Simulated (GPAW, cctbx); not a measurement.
## RbGeF3: deformation density and structure factors from DFT

Question: by how much does bonding change the X-ray structure factors of RbGeF3, how firmly does DFT give the change, and what does a routine refinement make of it?

The start was made by putting kin elements into a known structure type; the compound need not exist, or be stable, in this form. All numbers below are calculated.

**1. Find the equilibrium geometry**

The density hangs on the geometry, so cell and atoms are relaxed first, with the symmetry held. The cutoff is set higher than for the density because stress converges slowly with plane waves.

Settings: GPAW 26.7.0, PBE, 900 eV, 3×3×3 k-points, Fermi–Dirac width 0.05 eV, BFGS to 0.03 eV/Å.

```text
cell
1.0
     4.726000000    0.000000000    0.000000000
     0.000000000    4.726000000    0.000000000
     0.000000000    0.000000000    4.726000000
Rb Ge F
1 1 3
Direct
0.000000000 0.000000000 0.000000000
0.500000000 0.500000000 0.500000000
0.500000000 0.500000000 0.000000000
0.500000000 0.000000000 0.500000000
0.000000000 0.500000000 0.500000000
```

```console
$ OMP_NUM_THREADS=1 mpirun -n 4 gpaw python run.py > gpaw.log
```

```text
BFGS:    0      -22.362792        0.880848
BFGS:    1      -22.392418        0.852730
BFGS:    2      -22.641659        0.468213
BFGS:    3      -22.694342        0.021307
cell  4.4396 4.4396 4.4396  90.00 90.00 90.00
volume 87.504 A^3, largest force 0.000 eV/A, largest stress 0.20 GPa
```

The cell moved far, while the k-mesh and basis were chosen for the start, so the final shape may be somewhat biased.

After 3 steps the volume has changed by -17.1 % and the energy by -0.332 eV; the largest stress left is 0.20 GPa. It took 23 s on 4 cores of Intel(R) Xeon(R) Platinum 8375C CPU @ 2.90GHz (Ice Lake) (shared host), peak memory 1 GiB.

Relaxed structure: Pm-3m (no. 221), a = 4.4396 Å, b = 4.4396 Å, c = 4.4396 Å, α = 90.00°, β = 90.00°, γ = 90.00°.

| atom | mult. | x | y | z |
| --- | --- | --- | --- | --- |
| Rb1 | 1 | 0 | 0 | 0 |
| Ge1 | 1 | 1/2 | 1/2 | 1/2 |
| F1 | 3 | 1/2 | 1/2 | 0 |

**2. The all-electron density**

X-rays see the whole electron density, so the PAW density is rebuilt with its core regions. Subtracting spherical free atoms from the same code cancels the cores and leaves the deformation density Δρ, the part due to bonding.

Settings: PBE, 550 eV, 4×4×4 k-points, Fermi–Dirac width 0.05 eV; primitive cell of 5 atoms.

```console
$ OMP_NUM_THREADS=1 mpirun -n 4 gpaw python run.py > gpaw.log
```

```text
|iter:   1|       0s |  -23.998205 | -0.65 |       |
|iter:   2|       0s |  -23.543977 | -1.90 | -1.07 |
|iter:   3|       1s |  -22.311180 | -0.57 | -1.12 |
...
|iter:   7|       2s |  -22.314300c| -5.89 | -3.20 |
|iter:   8|       2s |  -22.314303c| -7.16 | -3.91 |
|iter:   9|       2s |  -22.314303c| -7.66c| -4.83c|
```

```text
grid (50, 50, 50)  electrons 96.000  moved by bonding 0.989 e
deformation density beyond 0.5 A of the nuclei: max 0.147, min -0.053 e/A^3
atom        x       y       z   Voronoi charge  moment
Rb1    0.0000  0.0000  0.0000      0.197       0.00
Ge2    0.5000  0.5000  0.5000      0.358       0.00
F 3    0.5000  0.5000  0.0000     -0.185       0.00
F 4    0.5000  0.0000  0.5000     -0.185       0.00
F 5    0.0000  0.5000  0.5000     -0.185       0.00
mean inner potential of superposed free atoms 13.252 V
total magnetic moment 0.000 muB
```

Deformation density in a plane through the shortest contact of the Ge atom at the origin, in 0.01 e/Å³ (clipped at ±99); x from -1.6 to 3.8 Å, y from 2.4 down to -2.4 Å:

```text
 -1   0   4  12   .   .  12   3   0  -1  -1  -1  -1   0   3  12
 -1   0   4  12   .   .  12   3   0  -1  -1  -1  -1   0   3  12
 -1  -1   1   5  12  12   4   1  -1  -1  -1  -1  -1  -1   0   4
 -1  -2  -2  -1   3   2  -1  -2  -2  -1   0   0   0  -2  -2  -2
  2  -2  -4  -4  -2  -3  -4  -4  -1   3   5   6   3  -1  -4  -5
  7   1  -4  -2   .  -1  -2  -3   2   9   8   .  10   3  -3  -3
 12   4  -1   1   .   .   0  -1   5   9   .   .   4   5  -2  -1
  7   1  -4  -2   .  -1  -2  -3   2   9   8   .  10   3  -3  -3
  2  -2  -4  -4  -2  -3  -4  -4  -1   3   5   6   3  -1  -4  -5
 -1  -2  -2  -1   3   2  -1  -2  -2  -1   0   0   0  -2  -2  -2
 -1  -1   1   5  12  12   4   1  -1  -1  -1  -1  -1  -1   0   4
 -1   0   4  12   .   .  12   3   0  -1  -1  -1  -1   0   3  12
 -1   0   4  12   .   .  12   3   0  -1  -1  -1  -1   0   3  12
```

Atoms in or within 0.15 Å of the plane: Ge (0.0, 0.0), F (2.2, 0.0), F (0.0, 2.2), F (0.0, -2.2) Å. Dots mark points within about 0.45 Å of a nucleus; large values next to them are atomic features.

F gains most (-0.18 e) and Ge loses most (+0.36 e); F is the most electronegative element, but the order of the others doesn't follow electronegativity. Such charges fall far short of formal ones, since overlapping free atoms already put density on their neighbours. Along the shortest contact from the Ge atom at the map's origin, Ge–F at 2.22 Å, Δρ is 0.00 e/Å³ at the midpoint and highest, +0.11, 1.57 Å from Ge (points within 0.5 Å of a nucleus left out): little sits at the middle, as in a polar contact, whose build-up shifts to the more electronegative atom. At the midpoints of other shortest contacts it is -0.01 (Rb–F, 3.14 Å) and -0.03 (F–F, 3.14 Å) e/Å³. Point values carry grid noise of about 0.01 e/Å³. The run needed 9 iterations, 7.7 s.

**3. Structure factors**

The Fourier components of Δρ, added to those of the free atoms, give the static X-ray structure factors; the Mott–Bethe relation turns them into the Fourier components V of the potential that fast electrons feel.

```text
static structure factors of the conventional cell: F in electrons, V (Mott-Bethe) in volts
   h  k  l      d  |F| table  |F| free   |F| DFT   change   |V| free  |V| DFT  change %
   0  1  0  4.4396     3.807     3.760     3.855    0.095     0.248    0.150    -39.6
   0  1  1  3.1393    50.967    51.040    50.714   -0.326     4.625    4.794      3.6
   1  1  1  2.5632    24.237    24.099    24.787    0.688     2.719    2.482     -8.7
   0  2  0  2.2198    71.690    71.543    72.108    0.565     6.312    6.167     -2.3
   0  2  1  1.9854     2.493     2.392     2.566    0.174     0.332    0.296    -10.8
   1  2  1  1.8125    43.598    43.565    43.549   -0.015     2.828    2.831      0.1
   0  2  2  1.5696    60.390    60.251    60.365    0.114     4.614    4.599     -0.3
   1  2  2  1.4799     1.625     1.533     1.576    0.042     0.283    0.278     -1.7
   0  3  0  1.4799     1.625     1.533     1.594    0.061     0.283    0.276     -2.5
   0  3  1  1.4039    39.333    39.264    39.275    0.010     2.141    2.140     -0.1
   1  3  1  1.3386    15.050    15.094    15.071   -0.023     1.587    1.589      0.1
   2  2  2  1.2816    53.147    53.067    53.046   -0.022     3.694    3.696      0.1
   0  3  2  1.2313     0.784     0.742     0.739   -0.003     0.259    0.259      0.1
   1  3  2  1.1865    36.214    36.137    36.134   -0.003     1.760    1.760      0.0
```

The largest X-ray change is +0.69 e on 111, 2.9 % of |F|. For electrons V goes as (Z − F)/g², so a change of F counts against Z − F, which is small at low angle and wherever the atoms' terms cancel: |V| of 010 moves by -39.6 % (0.25 to 0.15 V) against +2.5 % in |F|. The tabulated Hartree–Fock atoms differ from the free DFT atoms by up to 0.15 e, so the choice of reference atom matters too.

**4. Which functional?**

The same geometry is run with other functionals, to see whether the bonding signal is larger than the spread between approximations. Free atoms are LDA for LDA and PBE otherwise. Any other changed setting is in the row's label.

```csv
run,ΔF 111 (e),ΔF 020 (e),ΔF 011 (e),q(F) (e),moved (e),time
PBE,+0.688,+0.565,-0.326,-0.185,0.989,7.7 s
LDA,+0.636,+0.499,-0.327,-0.183,0.925,6.8 s
RPBE,+0.730,+0.607,-0.322,-0.186,1.051,8.1 s
```

At the base's settings ΔF(111) spans +0.636 to +0.730 e, a spread of 14 % of the PBE value; over the three listed reflections the spread is at most 19 %, so sign and size hold across the functionals. Times are from shared hosts.

**5. Refining ordinary atoms against data with bonding**

Routine crystallography fits spherical atoms. To see the bias, intensities are simulated from tabulated atoms plus the DFT change ΔF, so that bonding alone can misfit (2944 reflections of the full sphere, merged to the counts below, to 0.5 Å, 1 % proportional noise plus counting noise, assumed isotropic U as listed, Δρ smeared by the mean U) and refined with cctbx over different ranges.

| range | data | R1 | GooF | U Rb1 (true 0.0047) | U Ge1 (true 0.005) | U F1 (true 0.0073) | largest shift (Å) | Δρ max, min (e/Å³) |
| --- | --- | --- | --- | --- | --- | --- | --- | --- |
| all data | 104 | 0.0031 | 1.50 | 0.0047 | 0.0050 | 0.0072 | 0.0000 | 0.20, -0.09 |
| low resolution, d > 0.84 | 30 | 0.0041 | 2.45 | 0.0048 | 0.0051 | 0.0072 | 0.0000 | 0.14, -0.09 |
| high order, d < 0.75 | 65 | 0.0022 | 0.84 | 0.0047 | 0.0050 | 0.0072 | 0.0000 | 0.06, -0.08 |
| occupancies free, d > 0.7 | 45 | 0.0029 | 1.59 | 0.0047 | 0.0050 | 0.0081 | 0.0000 | 0.07, -0.09 |

With all data GooF is 1.50, so the misfit of spherical atoms stands above the noise; the top residual peak lies 0.00 Å from F and 2.22 Å from Ge, on the atom. No U is off by more than 3 s.u. at low resolution. Symmetry fixes every coordinate, so the shifts are zero by construction. With Rb1 held at 1 and the scale free, the other occupancies refine to Ge1 1.001(0.001) and F1 1.022(0.004), on sites that are all full: they absorb part of the misfit, and only ratios to the fixed site mean anything.

**6. Answer**

Bonding moves 0.99 e in the primitive cell of RbGeF3 and changes the structure factors of the conventional cell in the table above by at most 0.69 e (111, 2.9 %), and among reflections above 2 % of the strongest by up to 7.3 % (021). The shortest bond, Ge–F, has Δρ = 0.00 e/Å³ at its midpoint, low for a shared bond; with the charge transfer this is a polar contact. At the base's settings ΔF(111) spans +0.636 to +0.730 e, a spread of 14 % of the PBE value; over the three listed reflections the spread is at most 19 %, so sign and size hold across the functionals. With all data GooF is 1.50, so the misfit of spherical atoms stands above the noise. Limits: static density, frozen cores, no spin–orbit coupling.

[Outputs are excerpts: Python notices, other lines and further rows are left out; steps that failed or that the build refused (PBEsol, TPSS) are not shown.]

[Logs are printed without paths, hosts, clocks, repeated set-up lines and the standing remarks that a program may print on its own settings, such as how far it seeks lower states.]
